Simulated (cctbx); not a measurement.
# Which space group?

Cell: a = 15.5450 Å, b = 3.7750 Å, c = 5.2250 Å, α = 90.00°, β = 90.00°, γ = 90.00°. Expected content of the cell: Pt16 Fe8.

Simulated single-crystal data (cctbx): synchrotron X-rays, λ = 0.4959 Å, to d = 0.8 Å, 70 % of the full sphere, strongest reflection 20000 counts, noise from counting, a 1.5 % proportional error and a noise floor of 15 counts (s.d.); no absorption, some extinction.

A first pass over the reflections prints:

```text
1764 reflections to d = 0.801 A
centring   violations  <I/sigma> of those
    A        470 of   902      8.1
    B        318 of   870      3.6
    C        456 of   892      8.0
    I        456 of   878      8.0
    R        604 of  1177      8.1
    F        622 of  1332      6.6
Laue class    unique    Rint  (classes that these axes allow; Friedel mates merged)
P -1             1161   0.027
P 1 2/m 1         710   0.030
P 1 1 2/m         686   0.032
P 2/m 1 1         647   0.032
P m m m           414   0.034
space group    extra absences  I>4sigma  <I/sigma>
P 2 2 2                 0          0         -  acentric
P 21 2 2               13          0      -0.5  acentric
P m m 2                 0          0         -  acentric
P 2 m m                 0          0         -  acentric
P m 2 m                 0          0         -  acentric
P 21 m a               96          0      -0.1  acentric
P m 2 a                96          0      -0.1  acentric
P m m m                 0          0         -  centric
P m m a                96          0      -0.1  centric
Wilson B = 0.50 A^2   <|E^2-1|> = 1.291 (0.968 centric, 0.736 acentric)   E^2>4: 6.3 %
shell (A)         n   <I/sigma>
15.55 - 1.60     64     16.3
 1.60 - 1.27     50     15.5
 1.27 - 1.11     54     17.3
 1.11 - 1.01     51     15.4
 1.01 - 0.94     47     12.2
 0.94 - 0.88     54     11.4
 0.88 - 0.84     50     18.3
 0.84 - 0.80     44     16.2
```

Q: Read the symmetry from these tables.

Every centring test has many violations, so the lattice is primitive.

Rint stays low (0.027 to 0.034) up to P m m m, the highest class in these axes.

9 settings pass the absence test. The most absences obeyed, 96, belong to P 21 m a, P m 2 a and P m m a, which absences can't tell apart.

⟨|E²−1|⟩ = 1.291 is above even the centric ideal, a mark of pseudo-translation (a class of systematically weak reflections). The Wilson B of 0.50 Å² means U ≈ 0.0063 Å².

The true group is Pmma (no. 51), Laue class mmm, centrosymmetric. The tables only narrow the choice to the tied entries; cell content, site symmetry and trial solutions must settle it.

The model was made for the exercise: a known structure type with other elements put in, its volume estimated, not relaxed; displacement parameters are assumed.

[Logs are printed without paths, hosts, clocks, repeated set-up lines and the standing remarks that a program may print on its own settings, such as how far it seeks lower states.]
